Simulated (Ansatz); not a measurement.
# InGaP2 (zincblende [001] superlattice) (Pmm2): G0W0 under other settings

Aim: change settings of a G0W0 run on InGaP2 (zincblende [001] superlattice) (Pmm2) and see what moves.

Method: G0W0 on PBEsol, plane waves, PAW; PAW set soft_1, in Ansatz 0.2.0.

The structure was built from a prototype and need not be the compound's stable phase.

### Step 1. Set-up

Symmetry: P-4m2, No. 115, tetragonal system. The conventional cell has a = 3.992 Å, b = 3.992 Å, c = 5.684 Å, α = 90.00°, β = 90.00°, γ = 90.00°. Nearest to Ga lie 4 P at 2.38 Å. Nearest to P lie 2 Ga at 2.38 Å and 2 In at 2.52 Å. Nearest to In lie 4 P at 2.52 Å. It derives from GaP. Farther neighbours are not listed. That group holds within 0.01 Å; judged at 0.001 Å it is Pmm2 (No. 25).

The structure was relaxed with PBEsol. The runs that relaxed it are not among those shown.

### Step 2. The base run: 4×4×4 mesh, 175 empty bands, screening to 90 eV, PAW set soft_1 files

G0W0 replaces the xc potential by the self-energy, built once from these orbitals. Only a window of levels is corrected, while the sums run over the empty bands that the input names. This step takes PAW set soft_1 files.

File input.yaml:

```yaml
crystal:
  lattice:
    - [3.9934977685, 0.0, 0.0]
    - [0.0, 3.9912654442, 0.0]
    - [0.0, 0.0, 5.684030247]
  atoms:
    - { symbol: Ga, position: [0.0, 0.0, 0.1160816638] }
    - { symbol: P, position: [0.5, 0.0, 0.3446070586] }
    - { symbol: In, position: [0.5, 0.5, 0.6160108599] }
    - { symbol: P, position: [0.0, 0.5, 0.8870576487] }
kpoints:
  mp_grid: { grid: [4, 4, 4] }
hamiltonian:
  xc: pbesol
  pseudopotentials: { kind: paw, azcp: { folder: soft_1 }, xc_functional: pbe }
scf:
  occupations: { method: fixed }
gw:
  n_empty_bands: 175
  ecut_chi: 90.0
  qp_bands: [v2, c2]
  qp_kpoints: band_edges
  screening: { model: contour_deformation }
```

On the command line:

```
$ ansatz run input.yaml --threads 4 --pin off --max-ram 17510MiB --backend cpu --events-out ev --progress --plain --runs-dir out
```

Numbers of over 12 decimals in the logs are rounded to 6 here.

The program printed:

```text
Engine: ansatz 0.2.0, aarch64-unknown-linux-gnu
Pseudopotentials: kind: paw
Pseudopotential: Ga, paw, valence charge 13, recommended cutoff 420 eV (normal), soft_1/Ga.paw.azcp
Pseudopotential: P, paw, valence charge 5, recommended cutoff 420 eV (normal), soft_1/P.paw.azcp
Pseudopotential: In, paw, valence charge 13, recommended cutoff 420 eV (normal), soft_1/In.paw.azcp
Functional definition: PBEsol
  exchange = pbesol_x
  correlation = pbesol_c
Crystal: 4 atoms, lattice volume = 90.598 Å³
Basis set: ecut = 420 eV, 1787 PW (Γ)
Bands: 22, of which v1, the nominal top of the filled ones, is band 18 counted from 1 (17 counted from 0)
Symmetry: 4 space group operations
Space group: Pmm2 (ITA 25), of the structure as read, at distance tolerance 4.5e-5 Å
k-points: 27 of 64 (time reversal used)
Non-local potential: Ga, projectors of the file, l = 0: 2, l = 1: 2, l = 2: 3, l = 3: 1
Non-local potential: P, projectors of the file, l = 0: 2, l = 1: 2, l = 2: 1
Non-local potential: In, projectors of the file, l = 0: 2, l = 1: 2, l = 2: 2, l = 3: 1
PAW form: soft (Blöchl's): semilocal exchange-correlation on the pseudo side does not see the compensation charge
PAW frozen core: Ga, regenerated for the run's functional, and the local potential with it (the file was generated under x = pbe(κ = 0.804, μ = 0.219515), c = pbe(β = 0.066725))
PAW frozen core: P, regenerated for the run's functional, and the local potential with it (the file was generated under x = pbe(κ = 0.804, μ = 0.219515), c = pbe(β = 0.066725))
PAW frozen core: In, regenerated for the run's functional, and the local potential with it (the file was generated under x = pbe(κ = 0.804, μ = 0.219515), c = pbe(β = 0.066725))
PAW one-centre angular grid: Ga, 590 points (default); XC on 64 Gauss nodes
PAW one-centre angular grid: P, 110 points (default); XC on 64 Gauss nodes
PAW one-centre angular grid: In, 590 points (default); XC on 64 Gauss nodes
Initial density: superposition of atomic densities (chi_scale 0.1, normalization cell, long waves kept (reshape's long-wave potential 0.01 eV rms))
Initial wavefunctions: pseudopotential atomic-orbital guess
Functional: x = pbesol(κ = 0.804, μ = 0.123457), c = pbesol(β = 0.046)
SCF iter   1: F=—  HF=-10750.188227 eV  |F-HF|=—  |Δ(HF+E_count)|=         —  Δρ=3.88e-2  dr2=1.41e0  ethr=3.10e-3  ⟨swp⟩=5.2  Hψ=2628  notcnv=0  defer=45
preconditioner: auto → Resta (q_TF=auto, 2.339 Å⁻¹)  ε∞=4.1  [insulator: Δε(μ)=1.150 eV  Ē_g=13.314 eV  n_scr=20 (ndim 8)  ℏωp=23.4 eV  f_vac=0.000  ε∞_Penn≈4.1]
SCF iter   2: F=—  HF=-10749.868741 eV  |F-HF|=—  |Δ(HF+E_count)|=   3.19e-1  Δρ=2.19e-2  dr2=3.53e-1  ethr=3.10e-3  ⟨swp⟩=2.5  Hψ=964  notcnv=0  defer=48
[...]
--- Per-component energies (eV) ---
  E_band       = -112.658544
  E_kinetic    = 468.583780
  E_local      = -3023.663744  (includes V_loc(G=0)·N_el)
  E_nonlocal   = 301.923686
  E_hartree    = 1555.049055
  E_xc         = -348.449910
  E_vxc        = -267.399763  (∫ρ·V_xc dr)
  E_paw        = -7177.995404  (= ΣΔE_a)
  E_vpaw       = -702.195870  (= ΣTr[D̂ρ^β])
  E_aug_tail   = -0.000066  (compensation charges beyond the density's cutoff)
  E_ewald      = -2526.441250
  E_core_change = 1.191075  (= ΣΔE_core)
  E_smearing   = -0.000000  (= −TS)
  E_closure    = -0.000000  (closes the sum)
  Σ components = -10749.802777   (vs F -10749.802777, Δ=0.00e0)
--- Band table (eV; the first three rows and the last of 27) ---
  k-point 0: bands = [... 14 lower, 4.4298, 6.8585, 7.0541, 7.0613, 7.9510, 8.6660, 9.0187, 10.9419]
  k-point 1: bands = [... 14 lower, 4.6601, 5.3582, 6.4911, 6.4982, 8.6707, 8.9978, 9.8504, 10.4342]
  k-point 2: bands = [... 14 lower, 5.0734, 5.0825, 5.8083, 5.8149, 9.0667, 9.1019, 10.2519, 10.6982]
  k-point 26: bands = [... 14 lower, 3.6406, 3.7637, 3.7958, 3.7961, 11.3909, 11.3918, 11.4772, 11.5994]
--- G₀W₀: contour deformation, 7 samples at zero and on the imaginary axis and 1 off it, 64 q-points, 175 empty bands' worth ---
  eigenvalues of the whole cell's RPA ε∞ on this k-mesh (on a slab, of 1 + 4πα/V) = 15.6080, 20.6086, 20.7404; static W/v taken at q = 0 is 0.050486
  gw.qp_kpoints: band_edges: 10 of 27 stored k-points solved, in 1 pass; an edge of the gap read off the rows below is read off those points alone
    valence top: of the k-points left out ik 1 came nearest to being solved in a further pass, in band 18 (counted from 1, as in the quasiparticle table): it holds the edge there only if its correction is more favourable than any solved in that band by at least 0.563 eV; those differ by 0.081 eV
    conduction bottom: of the k-points left out ik 1 came nearest to being solved in a further pass, in band 19 (counted from 1, as in the quasiparticle table): it holds the edge there only if its correction is more favourable than any solved in that band by at least 0.435 eV; those differ by 0.284 eV
    ik  band        ε_KS         Σx   Σc(E_QP)       V_xc       Z   E_QP_lin       E_QP  E_QP is
     0    17      7.0541   -16.9228     1.3885   -15.2116  0.7481     6.7283     6.7315  root
     0    18      7.0613   -16.9207     1.3871   -15.2111  0.7481     6.7357     6.7389  root
     0    19      7.9510   -10.3008    -3.7586   -14.4600  0.7652     8.3567     8.3515  root
     0    20      8.6660    -7.2197    -3.6919   -11.0454  0.7734     8.8002     8.7997  root
     3    17      5.7790   -15.6966     1.5328   -13.8182  0.7436     5.4293     5.4335  root
     3    18      6.8072   -16.7732     1.4889   -14.9511  0.7464     6.4705     6.4740  root
     3    19      8.8771    -7.8700    -3.9268   -12.0699  0.7642     9.1526     9.1502  root
     3    20      9.8077    -9.0157    -4.1469   -13.5042  0.7589    10.1534    10.1493  root
[...]
24    17      4.4781   -15.6557     2.1925   -13.0568  0.7253     4.0647     4.0717  root
    24    18      4.6774   -15.6622     2.1717   -13.0869  0.7259     4.2667     4.2738  root
    24    19      8.5630    -6.7761    -3.6735   -10.5657  0.7785     8.6794     8.6791  root
    24    20      8.5640    -6.7757    -3.6737   -10.5656  0.7785     8.6805     8.6801  root
[key lines of the parts left out:]
SCF converged after 8 iterations
Free energy (F): -10749.802777 eV
Fermi energy:    7.061292 eV
```

The job ended after 2.4 min (4 threads of Arm Neoverse N1, shared host; peak memory 0.91 GiB).

The column dr2 measures how far the density is from self-consistency, as an energy; F and HF (Harris–Foulkes) agree once it is small.

This step gave:

```
bands summed                                 : 193
RPA ε∞ on this mesh (eigenvalues)            : 15.61, 20.61, 20.74
plane waves in the screening matrix          : 181
q-points in the mesh                         : 64
G0W0 gap on the mesh                         : 1.613 eV
k of the valence top                         : 0, 0, 0
k of the conduction bottom                   : 0, 0, 0
starting gap on the mesh                     : 0.8897 eV
Z at the valence top                         : 0.7481
Z at the conduction bottom                   : 0.7652
least direct G0W0 gap on the computed points : 1.613 eV
```

The gap on the mesh goes from 0.89 eV to 1.61 eV, a correction of +0.72 eV. Between the two edge states, bare exchange in place of the xc potential would open the gap by 5.87 eV, and correlation takes back 5.15 eV.

### Step 3. Variant: accuracy level

input.yaml: that of step 2 with these lines changed.

```diff
@@ -11,3 +11,3 @@
 kpoints:
-  mp_grid: { grid: [4, 4, 4] }
+  mp_grid: { grid: [4, 4, 2] }
 hamiltonian:
@@ -18,4 +18,4 @@
 gw:
-  n_empty_bands: 175
-  ecut_chi: 90.0
+  n_empty_bands: 205
+  ecut_chi: 100
   qp_bands: [v2, c2]
@@ -23 +23,2 @@
   screening: { model: contour_deformation }
+accuracy: low
```

The program printed:

```text
settings of this run that can trade accuracy for cost: accuracy: low. Do not mix this run's numbers with those of runs without the same settings; the input reference describes each key
[...]
Crystal: 4 atoms, lattice volume = 90.598 Å³
Basis set: ecut = 420 eV, 1787 PW (Γ)
Bands: 22, of which v1, the nominal top of the filled ones, is band 18 counted from 1 (17 counted from 0)
[... 1 set-up line as in the run before ...]
[...]
k-points: 18 of 32
[...]
SCF iter   1: F=—  HF=-10750.179649 eV  |F-HF|=—  |Δ(HF+E_count)|=         —  Δρ=3.88e-2  dr2=1.42e0  ethr=3.10e-3  ⟨swp⟩=5.2  Hψ=1764  notcnv=0  defer=29
[...]
SCF iter   8: F=-10749.792823 eV  HF=-10749.792823 eV  |F-HF|=1.04e-7  |Δ(HF+E_count)|=   2.07e-6  Δρ=9.90e-6  dr2=5.81e-8  ethr=2.78e-10  ⟨swp⟩=8.2  Hψ=1940  notcnv=0
SCF 1 converged in 8 iterations: F = -10749.792823 eV  dr2 = 5.81e-8
[...]
NSCF: frozen V_eff on 18 k-points
G₀W₀ screening: q 1/18
[... further progress lines ...]
SCF converged after 8 iterations
Free energy (F): -10749.792823 eV
[...]
Internal energy: -10749.792823 eV  (E = F + TS)
E sigma→0 (E₀):  -10749.792823 eV
Fermi energy:    7.062276 eV
[...]
--- Band table (eV; the first three rows and the last of 18) ---
  k-point 0: bands = [... 14 lower, 4.4307, 6.8594, 7.0551, 7.0623, 7.9513, 8.6654, 9.0188, 10.9414]
  k-point 1: bands = [... 14 lower, 5.0748, 5.0840, 5.8084, 5.8151, 9.0674, 9.1023, 10.2521, 10.6973]
  k-point 2: bands = [... 14 lower, 4.3871, 4.8171, 5.7791, 6.8081, 8.8779, 9.8073, 11.0378, 11.3996]
  k-point 17: bands = [... 14 lower, 3.6416, 3.7644, 3.7955, 3.7959, 11.3909, 11.3918, 11.4773, 11.6000]
[...]
0    17      7.0551   -16.9840     1.4265   -15.2117  0.7394     6.7046     6.7094  root
     0    18      7.0623   -16.9819     1.4252   -15.2112  0.7394     6.7121     6.7168  root
     0    19      7.9513   -10.1736    -3.9529   -14.4607  0.7556     8.2898     8.2854  root
     0    20      8.6654    -7.2187    -3.7479   -11.0439  0.7651     8.7428     8.7426  root
     1    17      5.8084   -15.9337     1.8097   -13.7302  0.7321     5.4076     5.4147  root
     1    18      5.8151   -15.9334     1.8087   -13.7311  0.7321     5.4144     5.4215  root
     1    19      9.0674    -7.9109    -3.9998   -12.1574  0.7560     9.3163     9.3140  root
     1    20      9.1023    -6.9022    -4.0406   -11.1277  0.7602     9.2885     9.2873  root
[...]
16    17      4.4780   -15.7095     2.2299   -13.0561  0.7190     4.0456     4.0545  root
    16    18      4.6781   -15.7340     2.2274   -13.0872  0.7186     4.2499     4.2588  root
    16    19      8.5627    -6.7234    -3.7776   -10.5659  0.7688     8.6278     8.6276  root
    16    20      8.5637    -6.7230    -3.7778   -10.5658  0.7688     8.6288     8.6287  root
[...]
```

Elapsed: 73 s, on 4 threads; peak memory 0.97 GiB.

The G0W0 gap on the mesh is 1.569 eV.

Against the base:

```csv
setting,base,variant
mesh,4×4×4,4×4×2
empty bands,175,205
screening cutoff (eV),90.0,100
accuracy,-,low
```

```csv
quantity,variant,base
starting gap on the mesh,0.889,0.890
G0W0 gap on the mesh,1.569,1.613
least direct G0W0 gap on the computed points,1.569,1.613
Z at the valence top,0.739,0.748
Z at the conduction bottom,0.756,0.765
```

### Step 4. Summary of results

```yaml
base: 1.61 eV, 2.4 min
accuracy_level: 1.57 eV, 73 s
```

Accuracy level: the gap moves by −0.04 eV and the time by a factor of 0.50. The variant differs from the base in mesh, empty bands, screening cutoff and accuracy together, so the change can't be laid to one of them. All runs here use a coarse mesh and modest cutoffs; they test settings and are not final values. The 4×4×4 mesh is coarse for this cell (its supercell is 16 Å along the shortest edge). The RPA ε∞ on it, from the PBEsol start, is 15.61, 20.61 and 20.74; such meshes misread the long-range screening, most where the gap is narrow. The many-body steps are scalar-relativistic: spin-orbit coupling is not in them.

[Paths, hosts, dates, memory and timing lines, banners, echoed tables and standing remarks are left out of the program output.]

[Logs are printed without paths, hosts, clocks, repeated set-up lines and the standing remarks that a program may print on its own settings, such as how far it seeks lower states.]

[Runs of the session that timed out or met a known fault of the program may be left out.]

[Cells called generated may have been cut or substituted from an entry of the Crystallography Open Database or the Materials Project.]

[Hosts, paths, dates, database ids (printed as entryN), source tags and the programs' standing remarks are cut or masked in the printed files.]
